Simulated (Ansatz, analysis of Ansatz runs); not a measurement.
## Migration barrier of interstitial H in bcc Ta, hop from a tetrahedral to the next tetrahedral site (PBEsol)

Subject: interstitial H in bcc Ta, hop from a tetrahedral to the next tetrahedral site. Wanted: its migration barrier, in one set-up (PBEsol, 32-site cell, PBEsol lattice, 420 eV, k: 4x4x4 Gamma-centred). The model is a cell of 32 host atoms with 1 H put in. The barrier is the energy of the highest image of a climbing band over the relaxed site that the atom leaves. A local or semilocal functional is the cheapest first rung.

**The experiment.** Migration barrier: 0.152 eV, by Gorsky effect, pulsed-field-gradient NMR, Mössbauer motional narrowing (T > 250 K); average of cited values (quoted in “Explainable Machine Learning for Hydrogen Diffusion in Metals and Random Binary Alloys”, 2023, G. M. Lu et al., quoting earlier work (1976)). The runs below try to reproduce this.

Program: Ansatz 0.2.0. Level of theory: plane-wave PAW DFT, PBEsol; relaxation of all atoms of a defect supercell. Results are calculated unless marked as measured.

## Step 1: Starting point

The cell holds 33 atoms: 32 Ta and 1 H. Its edges and angles: a = 9.283 Å, b = 9.283 Å, c = 9.283 Å, α = 60.0°, β = 60.0°, γ = 60.0°. It derives from Ta (space group Im-3m). Nearest the centre at fractional (0.312, 0.438, 0.562): H33 at 0.00 Å, Ta4 at 1.83 Å, Ta14 at 1.83 Å, Ta7 at 1.83 Å, Ta29 at 1.83 Å, Ta22 at 2.96 Å, Ta8 at 2.96 Å, Ta13 at 2.96 Å.

The host's primitive cell comes from a first run (plane-wave PAW DFT, PBEsol; relaxation of the host's cell and atoms): vectors of 2.842, 2.842 and 2.842 Å. That is 17.68 Å³ an atom, 1.9 % under the diffraction cell's volume. The supercell is built on it.

## Step 2: Relaxation, charge 0

A barrier counts from a true minimum, so both ends of the jump are relaxed first.

start/input.yaml reads:

```yaml
relax:
  f_tol: 0.02
  max_steps: 80
  escape_saddle: false
crystal:
  lattice:
    - [0.0, 6.56410046, 6.56410046]
    - [6.56410046, 0.0, 6.56410046]
    - [6.56410046, 6.56410046, 0.0]
  atoms:
    - { symbol: Ta, position: [0.0, 0.0, 0.0] }
    - { symbol: Ta, position: [0.125, 0.125, 0.125] }
    - { symbol: Ta, position: [0.25, 0.25, 0.25] }
    - { symbol: Ta, position: [0.375, 0.375, 0.375] }
    - { symbol: Ta, position: [0.0, 0.0, 0.5] }
    - { symbol: Ta, position: [0.125, 0.125, 0.625] }
    - { symbol: Ta, position: [0.25, 0.25, 0.75] }
    - { symbol: Ta, position: [0.375, 0.375, 0.875] }
    - { symbol: Ta, position: [0.0, 0.5, 0.0] }
    - { symbol: Ta, position: [0.125, 0.625, 0.125] }
    - { symbol: Ta, position: [0.25, 0.75, 0.25] }
    - { symbol: Ta, position: [0.375, 0.875, 0.375] }
    - { symbol: Ta, position: [0.0, 0.5, 0.5] }
    - { symbol: Ta, position: [0.125, 0.625, 0.625] }
    - { symbol: Ta, position: [0.25, 0.75, 0.75] }
    - { symbol: Ta, position: [0.375, 0.875, 0.875] }
    - { symbol: Ta, position: [0.5, 0.0, 0.0] }
    - { symbol: Ta, position: [0.625, 0.125, 0.125] }
    - { symbol: Ta, position: [0.75, 0.25, 0.25] }
    - { symbol: Ta, position: [0.875, 0.375, 0.375] }
    - { symbol: Ta, position: [0.5, 0.0, 0.5] }
    - { symbol: Ta, position: [0.625, 0.125, 0.625] }
    - { symbol: Ta, position: [0.75, 0.25, 0.75] }
    - { symbol: Ta, position: [0.875, 0.375, 0.875] }
    - { symbol: Ta, position: [0.5, 0.5, 0.0] }
    - { symbol: Ta, position: [0.625, 0.625, 0.125] }
    - { symbol: Ta, position: [0.75, 0.75, 0.25] }
    - { symbol: Ta, position: [0.875, 0.875, 0.375] }
    - { symbol: Ta, position: [0.5, 0.5, 0.5] }
    - { symbol: Ta, position: [0.625, 0.625, 0.625] }
    - { symbol: Ta, position: [0.75, 0.75, 0.75] }
    - { symbol: Ta, position: [0.875, 0.875, 0.875] }
    - { symbol: H, position: [0.3125, 0.4375, 0.5625] }
basis:
  ecutwfc: 420
  xc_grid: 2
hamiltonian:
  xc: pbesol
kpoints:
  mp_grid: { grid: [4, 4, 4] }
scf:
  occupations: { method: methfessel_paxton, width: 0.1 }
  max_iter: 120
output:
  forces: true
checkpoint:
  write: "../start.run"
  compress: false
  write_wavefunctions: true
  write_every: 100000
```

Command:

```bash
$ ansatz run input.yaml --threads 4 --pin off --max-ram 14131MiB --backend cpu --events-out ev --progress --plain --runs-dir out
```

Numbers of over 12 decimals in the logs are rounded to 6 here.

The log of the run:

```text
[... repeated set-up lines and file paths are left out, and long positions are rounded to six places ...]
Engine: ansatz 0.2.0, aarch64-unknown-linux-gnu
Pseudopotentials: kind: paw
Pseudopotential: Ta, paw, valence charge 13, recommended cutoff 420 eV (normal), Ta.paw.azcp
Pseudopotential: H, paw, valence charge 1, recommended cutoff 420 eV (normal), H.paw.azcp
Functional definition: PBEsol
  exchange = pbesol_x
  correlation = pbesol_c
Crystal: 33 atoms, lattice volume = 565.660 Å³
Basis set: ecut = 420 eV, 11017 PW (Γ), exchange–correlation on 128×128×128 points (8 copies of the dense FFT grid, shifted against one another)
Bands: 251, of which v1, the nominal top of the filled ones, is band 209 counted from 1 (208 counted from 0)
Symmetry: 8 space group operations
Space group: I-42m (ITA 121), of the structure as read, at distance tolerance 8.3e-5 Å
k-points: 13 of 64 (time reversal used)
Non-local potential: Ta, projectors of the file, l = 0: 3, l = 1: 2, l = 2: 2, l = 3: 1
Non-local potential: H, projectors of the file, l = 0: 2, l = 1: 1
PAW form: soft (Blöchl's): semilocal exchange-correlation on the pseudo side does not see the compensation charge
PAW frozen core: Ta, regenerated for the run's functional, and the local potential with it (the file was generated under x = pbe(κ = 0.804, μ = 0.219515), c = pbe(β = 0.066725))
PAW one-centre angular grid: Ta, 590 points (default); XC on 64 Gauss nodes
PAW one-centre angular grid: H, 110 points (default); XC on 64 Gauss nodes
Initial density: superposition of atomic densities (neutral atoms: chi_scale 0, normalization atom), corrected by the library's trained network
Initial wavefunctions: pseudopotential atomic-orbital guess
Functional: x = pbesol(κ = 0.804, μ = 0.123457), c = pbesol(β = 0.046)
SCF iter   1: F=—  HF=-313823.961902 eV  |F-HF|=—  |Δ(HF+E_count)|=         —  Δρ=3.04e-3  dr2=1.32e-1  ethr=1.77e-3  ⟨swp⟩=6.2  Hψ=13280  notcnv=0  defer=20
preconditioner: auto → Kerker (q_TF=auto, 2.593 Å⁻¹)  [metal: Δε(μ)=0.007 eV  Ē_g=4.297 eV  σ=0.100 eV  W_gap=0.06  n_scr=168 (ndim 8)  ℏωp=19.8 eV  f_vac=0.000  D(μ)=39.11/eV (n_scr^D=410)]
SCF iter   2: F=—  HF=-313823.945946 eV  |F-HF|=—  |Δ(HF+E_count)|=   1.60e-2  S|Δr|=    0.00e0  Δρ=1.51e-3  dr2=1.21e-2  ethr=3.17e-5  ⟨swp⟩=1.9  Hψ=4064  notcnv=0  defer=21
SCF iter   3: F=—  HF=-313823.945665 eV  |F-HF|=—  |Δ(HF+E_count)|=   2.81e-4  S|Δr|=    0.00e0  Δρ=5.72e-4  dr2=2.00e-3  ethr=2.91e-6  ⟨swp⟩=2.0  Hψ=3862  notcnv=0  defer=21
SCF iter   4: F=—  HF=-313823.946529 eV  |F-HF|=—  |Δ(HF+E_count)|=   8.64e-4  S|Δr|=    0.00e0  Δρ=9.31e-5  dr2=1.13e-4  ethr=4.79e-7  ⟨swp⟩=2.0  Hψ=3957  notcnv=0  defer=21
SCF iter   5: F=-313823.946517 eV  HF=-313823.946518 eV  |F-HF|=1.12e-6  |Δ(HF+E_count)|=   1.15e-5  S|Δr|=    0.00e0  Δρ=3.64e-5  dr2=4.21e-6  ethr=2.40e-9  ⟨swp⟩=3.0  Hψ=11105  notcnv=0
SCF 1 converged in 5 iterations: F = -313823.946517 eV  dr2 = 4.21e-6
  greatest PAW one-centre occupation: 1.000 electrons in one spin orbital (limit 2), on the Ta atom at site 28 (counted from 0), in its partial waves of l = 0
relax step   1: F+E_penalty+E_count = -313823.94651671 eV  Δ(F+E_penalty+E_count) = +0.000e0 eV  max|allowed force component| = 1.116e0 eV/Å  Δτ_max = 0.0000 Å  (5 SCF iters, dr2 threshold 1.00e-5 eV, accepted)
[... the SCF cycles and remarks between the steps are left out from here to the last step ...]
relax step   2: F+E_penalty+E_count = -313823.89837181 eV  Δ(F+E_penalty+E_count) = +4.814e-2 eV  max|allowed force component| = 9.845e-1 eV/Å  Δτ_max = 0.1401 Å  (6 SCF iters, dr2 threshold 7.78e-5 eV, rejected (line search))
relax step   3: F+E_penalty+E_count = -313824.11430879 eV  Δ(F+E_penalty+E_count) = -1.678e-1 eV  max|allowed force component| = 9.024e-2 eV/Å  Δτ_max = 0.0604 Å  (8 SCF iters, accepted)
relax step   4: F+E_penalty+E_count = -313824.11837719 eV  Δ(F+E_penalty+E_count) = -4.068e-3 eV  max|allowed force component| = 1.675e-2 eV/Å  Δτ_max = 0.0110 Å  (6 SCF iters, dr2 threshold 5.09e-7 eV, accepted)
iter 1 solved again at ethr=7.08e-12 eV; its pass at ethr=3.10e-3 eV (dr2=2.95e-8 eV) is discarded
SCF iter   1: F=—  HF=-313824.118386 eV  |F-HF|=—  |Δ(HF+E_count)|=         —  Δρ=2.06e-6  dr2=2.94e-8  ethr=7.08e-12  ⟨swp⟩=1.9  Hψ=9098  notcnv=0  defer=367
SCF iter   2: F=-313824.118377 eV  HF=-313824.118377 eV  |F-HF|=2.79e-9  |Δ(HF+E_count)|=   9.17e-6  S|Δr|=    0.00e0  Δρ=1.22e-6  dr2=7.15e-9  ethr=7.06e-12  ⟨swp⟩=3.2  Hψ=7108  notcnv=0
SCF 5 converged in 2 iterations: F = -313824.118377 eV  dr2 = 7.15e-9
relax step   5: F+E_penalty+E_count = -313824.11837720 eV  Δ(F+E_penalty+E_count) = -1.246e-8 eV  max|allowed force component| = 1.674e-2 eV/Å  Δτ_max = 0.0000 Å  (2 SCF iters, accepted)
NSCF: frozen V_eff on 13 k-points
the band table was solved once a step of the walk had ended and its energy, with any forces and stress, was formed, with the checks that follow a solve (12934 applications of the Hamiltonian). They found nothing against the state; [...]
SCF converged after 2 iterations
Stability not checked: this state was not tested for a lower state beside it, because cold or Methfessel-Paxton smearing, or corrected tetrahedra, fill the levels in a way that the test cannot read (fill_not_monotonic; see scf.lower_state_search)
Free energy (F): -313824.118377 eV
Harris-Foulkes:  -313824.118377 eV  (|F-HF|=2.79e-9)
Internal energy: -313824.108529 eV  (E = F + TS)
E sigma→0 (E₀):  -313824.115915 eV
Entropy (-TS):   -0.009848 eV (-0.298 meV/atom)
Fermi energy:    18.902488 eV
--- Per-component energies (eV) ---
  E_band       = -3177.932913
  E_kinetic    = 11754.730529
  E_local      = -17228.685745  (includes V_loc(G=0)·N_el)
  E_nonlocal   = 570.202978
  E_hartree    = 5981.601745
  E_xc         = -6960.832794
  E_vxc        = -6544.612794  (∫ρ·V_xc dr)
  E_paw        = -264726.909263  (= ΣΔE_a)
  E_vpaw       = -3692.774124  (= ΣTr[D̂ρ^β])
  E_aug_tail   = 0.003129  (compensation charges beyond the density's cutoff)
  E_ewald      = -43221.055796
  E_core_change = 6.836687  (= ΣΔE_core)
  E_smearing   = -0.009848  (= −TS)
  E_closure    = 0.000000  (closes the sum)
  Σ components = -313824.118377   (vs F -313824.118377, Δ=0.00e0)
--- Forces (eV/Å), atoms counted from 1 ---
  atom   1  Ta     0.00000000    -0.00329307     0.00409132
  atom   2  Ta    -0.00799662     0.00042329     0.00163108
  atom   3  Ta     0.00163108    -0.00042329     0.00799662
  atom   4  Ta    -0.01310190     0.01674194     0.00000000
  atom   5  Ta    -0.00163108    -0.00042329    -0.00799662
  atom   6  Ta    -0.00077704    -0.00744759    -0.00139654
  atom   7  Ta    -0.00000000    -0.01674194    -0.01310190
  atom   8  Ta    -0.00726430    -0.00006449    -0.00000000
  atom   9  Ta     0.00139654     0.00744759    -0.00077704
  atom  10  Ta     0.00342078    -0.00420268    -0.00000000
  atom  11  Ta     0.00000000     0.00006449    -0.00726430
  atom  12  Ta     0.00077704    -0.00744759     0.00139654
  atom  13  Ta     0.00000000     0.00006449     0.00726430
  atom  14  Ta     0.01310190     0.01674194    -0.00000000
  atom  15  Ta     0.00139654     0.00744759     0.00077704
  atom  16  Ta     0.00799662     0.00042329     0.00163108
  atom  17  Ta    -0.00000000     0.00420268     0.00342078
  atom  18  Ta     0.00409132     0.00329307     0.00000000
  atom  19  Ta    -0.00139654     0.00744759     0.00077704
  atom  20  Ta     0.00799662     0.00042329    -0.00163108
  atom  21  Ta    -0.00139654     0.00744759    -0.00077704
  atom  22  Ta     0.00726430    -0.00006449    -0.00000000
  atom  23  Ta    -0.00000000     0.00420268    -0.00342078
  atom  24  Ta     0.00077704    -0.00744759    -0.00139654
  atom  25  Ta     0.00163108    -0.00042329    -0.00799662
  atom  26  Ta    -0.00077704    -0.00744759     0.00139654
  atom  27  Ta     0.00000000    -0.00329307    -0.00409132
  atom  28  Ta    -0.00342078    -0.00420268     0.00000000
  atom  29  Ta    -0.00000000    -0.01674194     0.01310190
  atom  30  Ta    -0.00799662     0.00042329    -0.00163108
  atom  31  Ta    -0.00163108    -0.00042329     0.00799662
  atom  32  Ta    -0.00409132     0.00329307    -0.00000000
  atom  33  H      0.00000000     0.00000000     0.00000000
  max |Σ_I F_I| component: 5.64e-18 eV/Å
--- Band table (eV; the first three rows and the last of 13) ---
  k-point 0: bands = ["-48.1076", "-48.0521", "-48.0521", "-48.0427", [... 243 left out ...] "22.9878", "22.9933", "23.0232", "23.0315"]
  k-point 1: bands = ["-48.1017", "-48.0619", "-48.0522", "-48.0458", [... 243 left out ...] "22.7481", "22.7860", "22.8114", "22.8414"]
  [... further k-points left out ...]
--- Relaxed structure (5 steps of the walk, 4 accepted, 0 SCFs on fresh bases) ---
  F+E_penalty+E_count = -313824.11837720 eV   max|allowed force component| = 1.674e-2 eV/Å
  atoms:
    - { symbol: Ta, position: [-0.000169, -0.000271, 0.000271] }
    - { symbol: Ta, position: [0.123823, 0.124000, 0.126794] }
    - { symbol: Ta, position: [0.250383, 0.248823, 0.249000] }
    - { symbol: Ta, position: [0.376585, 0.373415, 0.367866] }
    - { symbol: Ta, position: [-0.001000, 0.001794, 0.500383] }
    - { symbol: Ta, position: [0.124682, 0.124702, 0.625772] }
    - { symbol: Ta, position: [0.248415, 0.242866, 0.757134] }
    - { symbol: Ta, position: [0.375801, 0.374199, 0.876203] }
    - { symbol: Ta, position: [-0.000298, 0.500772, -0.000156] }
    - { symbol: Ta, position: [0.124935, 0.625065, 0.124582] }
    - { symbol: Ta, position: [0.249199, 0.751203, 0.248797] }
    - { symbol: Ta, position: [0.375772, 0.874844, 0.374682] }
    - { symbol: Ta, position: [-0.001203, 0.500801, 0.499199] }
    - { symbol: Ta, position: [0.117866, 0.632134, 0.626585] }
    - { symbol: Ta, position: [0.249228, 0.750298, 0.750318] }
    - { symbol: Ta, position: [0.374617, 0.873206, 0.876000] }
    - { symbol: Ta, position: [0.500065, -0.000418, 0.000418] }
    - { symbol: Ta, position: [0.625169, 0.124831, 0.124729] }
    - { symbol: Ta, position: [0.749844, 0.249682, 0.249702] }
    - { symbol: Ta, position: [0.876794, 0.375383, 0.373823] }
    - { symbol: Ta, position: [0.500318, 0.000156, 0.499228] }
    - { symbol: Ta, position: [0.626203, 0.123797, 0.625801] }
    - { symbol: Ta, position: [0.750418, 0.249935, 0.750065] }
    - { symbol: Ta, position: [0.875156, 0.374228, 0.875298] }
    - { symbol: Ta, position: [0.501177, 0.499617, -0.001794] }
    - { symbol: Ta, position: [0.625298, 0.625318, 0.125156] }
    - { symbol: Ta, position: [0.750271, 0.750169, 0.249831] }
    - { symbol: Ta, position: [0.874582, 0.875418, 0.374935] }
    - { symbol: Ta, position: [0.507134, 0.501585, 0.498415] }
    - { symbol: Ta, position: [0.626000, 0.626177, 0.624617] }
    - { symbol: Ta, position: [0.748206, 0.751000, 0.751177] }
    - { symbol: Ta, position: [0.874729, 0.875271, 0.875169] }
    - { symbol: H, position: [0.3125, 0.4375, 0.562500] }
```

The job ended after 4.9 min (4 threads of Arm Neoverse V1, shared host; peak memory 4 GiB; 19 min of CPU time).

Step by step:

| step | energy less that of the first step (eV) | largest force component (eV/Å) |
| --- | --- | --- |
| 1 | 0.0000 | 1.1160 |
| 2 | 0.0481 | 0.9845 |
| 3 | -0.1678 | 0.0902 |
| 4 | -0.1719 | 0.0168 |
| 5 | -0.1719 | 0.0167 |

Relaxation step 2 was tried and not accepted.

The run keeps the 8 symmetry operations that it works with, so distortions that break them were not tested.

The atoms that moved most (Å):

| atom | dx | dy | dz | length |
| --- | --- | --- | --- | --- |
| Ta4 | -0.057 | -0.036 | 0.000 | 0.068 |
| Ta14 | 0.057 | -0.036 | 0.000 | 0.068 |
| Ta7 | 0.000 | 0.036 | -0.057 | 0.068 |
| Ta29 | 0.000 | 0.036 | 0.057 | 0.068 |
| Ta3 | -0.014 | -0.004 | -0.005 | 0.016 |
| Ta25 | -0.014 | -0.004 | 0.005 | 0.016 |
| Ta2 | 0.005 | 0.004 | -0.014 | 0.016 |
| Ta16 | -0.005 | 0.004 | -0.014 | 0.016 |

Neighbours of H33 at the end:

| atom | distance (Å) |
| --- | --- |
| Ta29 | 1.902 |
| Ta4 | 1.902 |
| Ta7 | 1.902 |
| Ta14 | 1.902 |
| Ta13 | 2.971 |
| Ta11 | 2.971 |
| Ta22 | 2.971 |
| Ta8 | 2.971 |

Numbers from this step:

```
free energy      : -313824.1184 eV
smearing term TS : 0.009848 eV
```

The other runs of this kind differ in structure, charge or spin alone:

| run | outcome | energy less the first (eV) | moment (μB) | time |
| --- | --- | --- | --- | --- |
| relaxation, charge 0 | converged | 0.0000 | 0.00 | 4.9 min |
| relaxation, charge 0 | converged | 0.0000 | 0.00 | 5 min |

The relaxation ends 5.2 meV an atom lower, with a largest force component of 0.017 eV/Å.

[end of part 1 of 2]

[Logs are printed without paths, hosts, clocks, repeated set-up lines and the standing remarks that a program may print on its own settings, such as how far it seeks lower states.]

[Hosts, paths, dates, database ids (printed as entryN), source tags and the programs' standing remarks are cut or masked in the printed files.]

[For some hosts the program warned that the k-mesh of the response run may be too coarse for force constants and the static dielectric constant; such warnings are not shown here.]
